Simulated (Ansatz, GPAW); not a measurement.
# Ballistic transport through hexatriene-1,6-dithiol between two Ni chains, from relaxation to T(E), part 3 of 4

Aim: the conductance of hexatriene-1,6-dithiol between two Ni chains after relaxation, and whether geometry, basis or functional moves it most.

GPAW 26.7.0 and Ansatz 0.2.0; Ansatz plane waves; relaxation of the junction with the lead ends held (the session's first sound run).

So far, conductance (G₀): step 3 (plane waves, PBE) 0.774.

## Step 4: GPAW, dzp

Localised orbitals split the wire into layers that couple to their neighbours alone, which is what the Green's function method needs; double zeta with polarisation is the usual level for numbers.

This step: GPAW LCAO, PAW setups; Landauer transmission from Green's functions with principal layers (ASE), zero bias (GPAW 26.7.0).

Input file run.py:

```python
import json
import numpy as np
from ase import Atoms
from ase.transport.calculators import TransportCalculator
from gpaw import GPAW, FermiDirac
from gpaw.lcao.tools import get_lcao_hamiltonian
from scipy.linalg import eigh

# The junction with lead layers at both ends, along the third cell vector
device = Atoms(
    ['Ni', 'Ni', 'Ni', 'Ni', 'Ni', 'Ni', 'Ni', 'Ni', 'S', 'C', 'H', 'H', 'C', 'C', 'H', 'H', 'C', 'C', 'H', 'H', 'C', 'S', 'Ni', 'Ni', 'Ni', 'Ni', 'Ni', 'Ni', 'Ni', 'Ni'],
    positions=[
        [6.04302, 4.50000, 1.08000],
        [6.04302, 4.50000, 3.24000],
        [6.04302, 4.50000, 5.40000],
        [6.04302, 4.50000, 7.56000],
        [6.04302, 4.50000, 9.72000],
        [6.04302, 4.50000, 11.88000],
        [4.92752, 5.38479, 13.54324],
        [5.62902, 4.53801, 15.44702],
        [4.27446, 4.25931, 17.01295],
        [4.53025, 4.43635, 18.69995],
        [6.64704, 4.39963, 19.08170],
        [3.56036, 4.49339, 19.20889],
        [5.64813, 4.45535, 19.52388],
        [5.52122, 4.51503, 20.93156],
        [7.58882, 4.43894, 21.44963],
        [4.50217, 4.57038, 21.33046],
        [6.56978, 4.49505, 21.84844],
        [6.44261, 4.55425, 23.25612],
        [8.53050, 4.51682, 23.57202],
        [5.44354, 4.60915, 23.69810],
        [7.56018, 4.57376, 24.08048],
        [7.81470, 4.75098, 25.76769],
        [6.45985, 4.46900, 27.33243],
        [7.16368, 3.62440, 29.23647],
        [6.04302, 4.50000, 30.90136],
        [6.04302, 4.50000, 33.06136],
        [6.04302, 4.50000, 35.22136],
        [6.04302, 4.50000, 37.38136],
        [6.04302, 4.50000, 39.54136],
        [6.04302, 4.50000, 41.70136]],
    cell=[[12.08605, 0.0, 0.0], [0.0, 9.0, 0.0], [0.0, 0.0, 42.78136]],
    pbc=True,
    magmoms=[1.0, 1.0, 1.0, 1.0, 1.0, 1.0, 1.0, 1.0, 0.0, 0.0, 0.0, 0.0, 0.0, 0.0, 0.0, 0.0, 0.0, 0.0, 0.0, 0.0, 0.0, 0.0, 1.0, 1.0, 1.0, 1.0, 1.0, 1.0, 1.0, 1.0])

# One principal layer of the lead: the first 5 atoms of the device
lead = Atoms(
    ['Ni', 'Ni', 'Ni', 'Ni', 'Ni'],
    positions=[
        [6.04302, 4.50000, 1.08000],
        [6.04302, 4.50000, 3.24000],
        [6.04302, 4.50000, 5.40000],
        [6.04302, 4.50000, 7.56000],
        [6.04302, 4.50000, 9.72000]],
    cell=[[12.08605, 0.0, 0.0], [0.0, 9.0, 0.0], [0.0, 0.0, 10.8]],
    pbc=True,
    magmoms=[1.0, 1.0, 1.0, 1.0, 1.0])

settings = dict(mode='lcao', basis='dzp', xc='PBE', h=0.18,
                occupations=FermiDirac(0.1), maxiter=250,
                mixer=dict(beta=0.05, nmaxold=8, weight=100.0),
                convergence=dict(density=0.0001))
energies = np.arange(-2, 2 + 1e-9, 0.025)
eta = 0.0001
n1, n2 = 1, 1
# k and -k transmit alike, so half of the mesh across the current serves
mesh = [(i, j) for i in range(n1) for j in range(n2) if (i, j) <= (-i % n1, -j % n2)]
weights = np.array([1 if (i, j) == (-i % n1, -j % n2) else 2 for i, j in mesh]) / (n1 * n2)

# [... helper functions left out ...]
fermi_lead = ground_state(lead, (1, 1, 11), 'lead.txt')
fermi_device = ground_state(device, (1, 1, 2), 'device.txt')
# [... loop over the mesh left out, but for ...]
        # Shift the lead onto the potential of the device's first layer
        shift = ((H[:, 0, 0] - H0[:, 0, 0]) / S0[0, 0]).real.mean()
# [...]
kT = 8.617333e-5 * 300
bias = [0.1, 0.2, 0.5, 1.0, 1.5, 2.0]
# [... integrals and printing left out ...]
```

Command:

```console
OMP_NUM_THREADS=1 OPENBLAS_NUM_THREADS=1 python run.py
```

Log:

```text
basis functions: device 566, principal layer 135
Fermi level: lead -3.7183 eV, device -3.5306 eV; lead shifted by 0.0005 eV
largest coupling past the next layer 1.00e-05 eV, largest misfit of the first layer 0.101 eV
  E-E_F (eV)   T up        T down      [channel counts left out]
    -2.000    7.1724e-01  2.6198e-01
    -1.975    7.6271e-01  3.4898e-01
    -1.950    7.8761e-01  4.6090e-01
    -1.925    7.8088e-01  4.6049e-01
    -1.900    7.3044e-01  8.3001e-02
    -1.875    6.2776e-01  2.9274e-02
    -1.850    4.8495e-01  2.6129e-02
    -1.825    3.3981e-01  2.1502e-02
    -1.800    2.2562e-01  1.7766e-02
    -1.775    1.4942e-01  1.4954e-02
    -1.750    1.0244e-01  1.3097e-02
    -1.725    7.4174e-02  1.1736e-02
    -1.700    5.7169e-02  1.0774e-02
    -1.675    4.6983e-02  1.0074e-02
    -1.650    4.1178e-02  9.5257e-03
    -1.625    3.8623e-02  9.0324e-03
[...]
1.825    9.9332e-01  2.6318e-01
     1.850    7.4589e-01  5.4060e-01
     1.875    4.4790e-01  9.2370e-01
     1.900    2.7356e-01  9.0954e-01
     1.925    1.7840e-01  5.7488e-01
     1.950    1.2126e-01  3.4263e-01
     1.975    1.5134e-01  2.1821e-01
     2.000    1.9352e-01  1.4938e-01
conductance at 300 K: 0.68094 G0 a cell; thermopower 21.1 uV/K
current from the zero-bias T(E) at 0.1 V: 5.3055 uA
current from the zero-bias T(E) at 0.2 V: 10.568 uA
current from the zero-bias T(E) at 0.5 V: 22.698 uA
current from the zero-bias T(E) at 1.0 V: 33.598 uA
current from the zero-bias T(E) at 1.5 V: 36.107 uA
current from the zero-bias T(E) at 2.0 V: 46.847 uA
```

Elapsed: 51 min, on 1 thread of Arm Neoverse N1, shared host; peak memory 3.3 GiB.

Numbers from this step:

| Item | Value |
| --- | --- |
| conductance | 0.6809 G₀ |
| largest coupling past the next principal layer | 1.00e-5 eV |
| largest misfit of the first principal layer | 0.1006 eV |
| shift that aligns the lead | 4.83e-4 eV |
| basis functions of the junction | 566 |
| basis functions of a principal layer | 135 |
| transmission at the Fermi level, spin up | 0.5052 |
| transmission at the Fermi level, spin down | 0.7942 |

Each spin. The transmission, zone mean by energy, zero at the Fermi level:

| energy (eV) | T, spin up | T, spin down |
| --- | --- | --- |
| -2.000 | 0.717 | 0.262 |
| -1.800 | 0.226 | 0.0178 |
| -1.600 | 0.0397 | 0.00851 |
| -1.475 | 0.936 | 0.00531 |
| -1.400 | 0.157 | 0.00564 |
| -1.200 | 0.152 | 0.0710 |
| -1.025 | 0.591 | 0.989 |
| -1.000 | 0.772 | 0.915 |
| -0.975 | 0.971 | 0.758 |
| -0.850 | 0.827 | 0.825 |
| -0.800 | 0.183 | 0.682 |
| -0.600 | 0.0166 | 0.0463 |
| -0.400 | 0.0544 | 0.254 |
| -0.200 | 0.254 | 0.991 |
| -0.075 | 0.992 | 0.806 |
| 0.000 | 0.505 | 0.794 |
| 0.200 | 0.0608 | 0.561 |
| 0.400 | 0.0208 | 0.739 |
| 0.600 | 0.0112 | 0.0867 |
| 0.800 | 0.00817 | 0.0438 |
| 1.000 | 0.00769 | 0.0211 |
| 1.200 | 0.00966 | 0.0166 |
| 1.400 | 0.0190 | 0.0211 |
| 1.600 | 0.0208 | 0.0573 |
| 1.800 | 0.790 | 0.120 |
| 1.825 | 0.993 | 0.263 |
| 2.000 | 0.194 | 0.149 |

Not self-consistent under bias; the bias window is split evenly. Table of current through one cell, from the zero-bias transmission by bias:

| bias (V) | current through one cell, from the zero-bias transmission (μA) |
| --- | --- |
| 0.100 | 5.31 |
| 0.200 | 10.6 |
| 0.500 | 22.7 |
| 1.000 | 33.6 |
| 1.500 | 36.1 |
| 2.000 | 46.8 |

The transmission of the three most open eigenchannels by energy, zero at the Fermi level:

| energy (eV) | channel 1 up | channel 2 up | channel 3 up | channel 1 down | channel 2 down | channel 3 down |
| --- | --- | --- | --- | --- | --- | --- |
| -2.0000 | 0.717 | 2.3e-4 | 5.8e-7 | 0.262 | 0 | 0 |
| -1.7500 | 0.102 | 1.4e-4 | 1.4e-6 | 0.0131 | 3.3e-5 | 9.7e-11 |
| -1.5000 | 0.703 | 0.00263 | 2.6e-6 | 0.00541 | 4.0e-4 | 3.4e-9 |
| -1.2500 | 0.104 | 0.00211 | 5.2e-6 | 0.0225 | 2.4e-4 | 6.0e-8 |
| -1.0000 | 0.771 | 3.5e-4 | 2.6e-5 | 0.914 | 6.3e-4 | 9.5e-7 |
| -0.7500 | 0.0316 | 1.9e-5 | 1.6e-8 | 0.252 | 3.1e-4 | 7.6e-7 |
| -0.5000 | 0.0316 | 0 | 0 | 0.0729 | 6.1e-5 | 1.3e-7 |
| -0.2500 | 0.154 | 0 | 0 | 0.899 | 1.8e-4 | 9.3e-7 |
| 0.0000 | 0.505 | 0 | 0 | 0.794 | 3.4e-6 | 2.5e-7 |
| 0.2500 | 0.0437 | 0 | 0 | 0.326 | 1.9e-4 | 9.4e-8 |
| 0.5000 | 0.0147 | 0 | 0 | 0.196 | 3.6e-6 | 3.9e-8 |
| 0.7500 | 0.00863 | 0 | 0 | 0.0570 | 0 | 0 |
| 1.0000 | 0.00769 | 0 | 0 | 0.0211 | 0 | 0 |
| 1.2500 | 0.0108 | 0 | 0 | 0.0168 | 0 | 0 |
| 1.5000 | 0.0480 | 0 | 0 | 0.0302 | 0 | 0 |
| 1.7500 | 0.267 | 0 | 0 | 5.8e-5 | 1.1e-9 | 0 |
| 2.0000 | 0.193 | 6.8e-5 | 6.4e-8 | 0.149 | 0 | 0 |

Site moment by element, in μB:

| element | atoms | mean | spread (r.m.s.) | least | largest |
| --- | --- | --- | --- | --- | --- |
| Ni | 16 | 1.13 | 0.11 | 0.87 | 1.21 |
| S | 2 | 0.03 | 0.00 | 0.03 | 0.03 |
| C | 6 | 0.00 | 0.00 | 0.00 | 0.01 |
| H | 6 | 0.00 | 0.00 | 0.00 | 0.00 |

The atoms farthest from the mean of their element:

| atom | x, y, z (Å) | site moment (μB) |
| --- | --- | --- |
| Ni23 | 6.46, 4.47, 27.33 | 0.87 |
| Ni8 | 5.63, 4.54, 15.45 | 0.87 |
| Ni26 | 6.04, 4.50, 33.06 | 1.21 |
| Ni5 | 6.04, 4.50, 9.72 | 1.21 |
| Ni7 | 4.93, 5.38, 13.54 | 1.06 |
| Ni24 | 7.16, 3.62, 29.24 | 1.06 |
| Ni2 | 6.04, 4.50, 3.24 | 1.21 |
| Ni29 | 6.04, 4.50, 39.54 | 1.21 |

At the Fermi level T is 0.650 against 0.849 in plane waves. Couplings past the next layer reach 1.0e-5 eV, small enough to drop; the matrix elements of the cell's first layer differ from the bulk lead's by up to 0.10 eV. That layer keeps its own values in the calculation, and only beyond it is the lead taken as perfect. The Fermi levels of lead and junction count from different zeros of potential, one for each periodic cell; with both set to zero, the small remaining shift is what aligns them. By hand: G = 0.6809 × 77.48 μS = 52.8 μS, a resistance of 19.0 kΩ; at 0.1 V a linear junction would pass 5.28 μA, and the integral over the bias window gives 5.31 μA.

## Step 5: GPAW, szp: basis = "szp(dzp)"

The second zeta is dropped, the polarisation orbitals stay.

Changes to run.py since step 4:

```diff
@@ -59,3 +59,3 @@
 
-settings = dict(mode='lcao', basis='dzp', xc='PBE', h=0.18,
+settings = dict(mode='lcao', basis='szp(dzp)', xc='PBE', h=0.18,
                 occupations=FermiDirac(0.1), maxiter=250,
```

Log:

```text
basis functions: device 336, principal layer 75
Fermi level: lead -3.3627 eV, device -3.4286 eV; lead shifted by -0.0484 eV
largest coupling past the next layer 1.01e-05 eV, largest misfit of the first layer 0.495 eV
  E-E_F (eV)   T up        T down      [channel counts left out]
    -2.000    8.1573e-01  2.5356e-01
    -1.975    6.7152e-01  1.6725e-01
    -1.950    4.0400e-01  7.6952e-02
[...]
1.975    1.2600e-01  1.7945e-01
     2.000    1.2241e-01  1.7063e-01
conductance at 300 K: 0.45698 G0 a cell; thermopower 4.173 uV/K
current from the zero-bias T(E) at 0.1 V: 3.6036 uA
current from the zero-bias T(E) at 0.2 V: 7.3365 uA
current from the zero-bias T(E) at 0.5 V: 17.08 uA
current from the zero-bias T(E) at 1.0 V: 29.273 uA
current from the zero-bias T(E) at 1.5 V: 31.654 uA
current from the zero-bias T(E) at 2.0 V: 40.572 uA
```

Elapsed: 59 min, on 1 thread; peak memory 3.2 GiB.

This step gave:

```yaml
conductance: 0.4570 G₀
largest_coupling_past_the_next_principal_layer: 1.01e-5 eV
largest_misfit_of_the_first_principal_layer: 0.4953 eV
shift_that_aligns_the_lead: -0.04838 eV
basis_functions_of_the_junction: 336
basis_functions_of_a_principal_layer: 75
transmission_at_the_fermi_level_spin_up: 0.05445
transmission_at_the_fermi_level_spin_down: 0.7278
```

The conductance, 0.457 G₀, lies 33 % below that of the dzp run. The first layer now differs from the lead by 0.50 eV after a shift of -0.048 eV, a far poorer match of lead and junction than at the start, whatever the conductance shows.

## Step 6: Minimal basis

One function for each valence shell of the setup, as for a first survey of a large system.

Changes to run.py since step 5:

```diff
@@ -59,3 +59,3 @@
 
-settings = dict(mode='lcao', basis='szp(dzp)', xc='PBE', h=0.18,
+settings = dict(mode='lcao', basis='sz(dzp)', xc='PBE', h=0.18,
                 occupations=FermiDirac(0.1), maxiter=250,
```

Log:

```text
basis functions: device 230, principal layer 60
Fermi level: lead -3.4133 eV, device -3.5223 eV; lead shifted by -0.0404 eV
largest coupling past the next layer 1.02e-05 eV, largest misfit of the first layer 0.544 eV
  E-E_F (eV)   T up        T down      [channel counts left out]
    -2.000    4.4657e-01  2.5370e-02
    -1.975    4.0190e-01  9.0085e-03
    -1.950    3.7440e-01  1.0232e-03
[...]
1.975    9.3815e-02  1.3107e-01
     2.000    9.1788e-02  1.2652e-01
conductance at 300 K: 0.35504 G0 a cell; thermopower -47.57 uV/K
current from the zero-bias T(E) at 0.1 V: 2.6911 uA
current from the zero-bias T(E) at 0.2 V: 5.1279 uA
current from the zero-bias T(E) at 0.5 V: 10.465 uA
current from the zero-bias T(E) at 1.0 V: 21.026 uA
current from the zero-bias T(E) at 1.5 V: 25.187 uA
current from the zero-bias T(E) at 2.0 V: 31.614 uA
```

Wall time 50 min (1 thread); peak memory 3.1 GiB.

Numbers from this step:

```yaml
conductance: 0.3550 G₀
largest_coupling_past_the_next_principal_layer: 1.02e-5 eV
largest_misfit_of_the_first_principal_layer: 0.5436 eV
shift_that_aligns_the_lead: -0.04044 eV
basis_functions_of_the_junction: 230
basis_functions_of_a_principal_layer: 60
transmission_at_the_fermi_level_spin_up: 0.01403
transmission_at_the_fermi_level_spin_down: 0.7575
```

Each spin. Transmission, zone mean against energy, zero at the Fermi level:

| energy (eV) | T, spin up | T, spin down |
| --- | --- | --- |
| -2.000 | 0.447 | 0.0254 |
| -1.850 | 0.988 | 0.00142 |
| -1.800 | 0.346 | 0.00168 |
| -1.600 | 0.0146 | 0.00235 |
| -1.400 | 0.968 | 0.0158 |
| -1.200 | 0.0808 | 0.820 |
| -1.025 | 0.940 | 0.899 |
| -1.000 | 0.154 | 0.970 |
| -0.975 | 0.124 | 0.994 |
| -0.800 | 0.0172 | 0.0242 |
| -0.600 | 0.222 | 0.00105 |
| -0.475 | 0.987 | 9.4e-4 |
| -0.400 | 0.467 | 0.0114 |
| -0.200 | 0.0447 | 0.111 |
| 0.000 | 0.0140 | 0.758 |
| 0.200 | 0.00740 | 0.488 |
| 0.400 | 0.00541 | 0.920 |
| 0.600 | 0.00517 | 0.154 |
| 0.800 | 0.00655 | 0.0528 |
| 1.000 | 0.00755 | 0.0331 |
| 1.200 | 0.0356 | 0.0900 |
| 1.400 | 0.955 | 0.252 |
| 1.425 | 0.983 | 0.388 |
| 1.525 | 0.438 | 0.996 |
| 1.600 | 0.252 | 0.657 |
| 1.800 | 0.119 | 0.206 |
| 2.000 | 0.0918 | 0.127 |

The conductance, 0.355 G₀, lies 48 % below that of the dzp run. The first layer now differs from the lead by 0.54 eV after a shift of -0.040 eV, a far poorer match of lead and junction than at the start, whatever the conductance shows.

## Step 7: revPBE in the dzp basis: xc = "revPBE"

Back in the dzp basis, the functional changes from PBE to revPBE, to set the spread between functionals beside that between bases.

Changes to run.py since step 6:

```diff
@@ -59,3 +59,3 @@
 
-settings = dict(mode='lcao', basis='sz(dzp)', xc='PBE', h=0.18,
+settings = dict(mode='lcao', basis='dzp', xc='revPBE', h=0.18,
                 occupations=FermiDirac(0.1), maxiter=250,
```

Log:

```text
basis functions: device 566, principal layer 135
Fermi level: lead -3.5874 eV, device -3.4023 eV; lead shifted by -0.0319 eV
largest coupling past the next layer 9.86e-06 eV, largest misfit of the first layer 0.362 eV
  E-E_F (eV)   T up        T down      [channel counts left out]
    -2.000    7.8538e-01  2.9062e-01
    -1.975    8.1943e-01  4.3068e-01
    -1.950    8.2407e-01  5.8820e-01
[...]
1.975    2.1357e-01  2.4274e-01
     2.000    1.9291e-01  1.6089e-01
conductance at 300 K: 0.67663 G0 a cell; thermopower 20.47 uV/K
current from the zero-bias T(E) at 0.1 V: 5.2695 uA
current from the zero-bias T(E) at 0.2 V: 10.529 uA
current from the zero-bias T(E) at 0.5 V: 23.022 uA
current from the zero-bias T(E) at 1.0 V: 33.819 uA
current from the zero-bias T(E) at 1.5 V: 36.469 uA
current from the zero-bias T(E) at 2.0 V: 47.239 uA
```

It took 1.7 h on 1 thread; peak memory 3.3 GiB.

Numbers from this step:

| Quantity | Value |
| --- | --- |
| conductance | 0.6766 G₀ |
| largest coupling past the next principal layer | 9.86e-6 eV |
| largest misfit of the first principal layer | 0.3618 eV |
| shift that aligns the lead | -0.03192 eV |
| basis functions of the junction | 566 |
| basis functions of a principal layer | 135 |
| transmission at the Fermi level, spin up | 0.4081 |
| transmission at the Fermi level, spin down | 0.8655 |

Each spin. Table of transmission, zone mean by energy, zero at the Fermi level:

| energy (eV) | T, spin up | T, spin down |
| --- | --- | --- |
| -2.000 | 0.785 | 0.291 |
| -1.900 | 0.654 | 0.0765 |
| -1.800 | 0.155 | 0.0204 |
| -1.700 | 0.0499 | 0.0132 |
| -1.600 | 0.0457 | 0.00984 |
| -1.500 | 0.0828 | 0.00566 |
| -1.450 | 0.979 | 0.00486 |
| -1.400 | 0.184 | 0.00482 |
| -1.300 | 0.0359 | 0.00856 |
| -1.200 | 0.118 | 0.0464 |
| -1.100 | 0.393 | 0.879 |
| -1.000 | 0.963 | 0.958 |
| -0.900 | 0.0285 | 0.521 |
| -0.875 | 0.975 | 0.580 |
| -0.825 | 0.292 | 0.996 |
| -0.800 | 0.0530 | 0.823 |
| -0.700 | 0.00665 | 0.102 |
| -0.600 | 0.0188 | 0.0702 |
| -0.500 | 0.0324 | 0.0833 |
| -0.400 | 0.0547 | 0.281 |
| -0.300 | 0.105 | 0.541 |
| -0.200 | 0.274 | 0.990 |
| -0.100 | 0.937 | 0.734 |
| -0.075 | 0.985 | 0.762 |
| 0.000 | 0.408 | 0.865 |
| 0.100 | 0.119 | 0.892 |
| 0.200 | 0.0522 | 0.656 |
| 0.300 | 0.0289 | 0.640 |
| 0.350 | 0.0229 | 0.994 |
| 0.400 | 0.0186 | 0.796 |
| 0.500 | 0.0133 | 0.206 |
| 0.600 | 0.0103 | 0.101 |
| 0.700 | 0.00859 | 0.0798 |
| 0.800 | 0.00762 | 0.0458 |
| 0.900 | 0.00720 | 0.0294 |
| 1.000 | 0.00725 | 0.0215 |
| 1.100 | 0.00782 | 0.0178 |
| 1.200 | 0.00911 | 0.0165 |
| 1.300 | 0.0117 | 0.0172 |
| 1.400 | 0.0176 | 0.0204 |
| 1.500 | 0.0426 | 0.0285 |
| 1.600 | 0.0187 | 0.0516 |
| 1.700 | 0.0937 | 0.244 |
| 1.800 | 0.682 | 0.114 |
| 1.825 | 0.982 | 0.238 |
| 1.900 | 0.296 | 0.970 |
| 2.000 | 0.193 | 0.161 |

The conductance, 0.677 G₀, lies 0.6 % below that of the dzp run. The first layer now differs from the lead by 0.36 eV after a shift of -0.032 eV, a far poorer match of lead and junction than at the start, whatever the conductance shows.

(Continued in part 4 of 4.)

[Logs are printed without paths, hosts, clocks, repeated set-up lines and the standing remarks that a program may print on its own settings, such as how far it seeks lower states.]

[Hosts, paths, dates, database ids (printed as entryN), source tags and the programs' standing remarks are cut or masked in the printed files.]
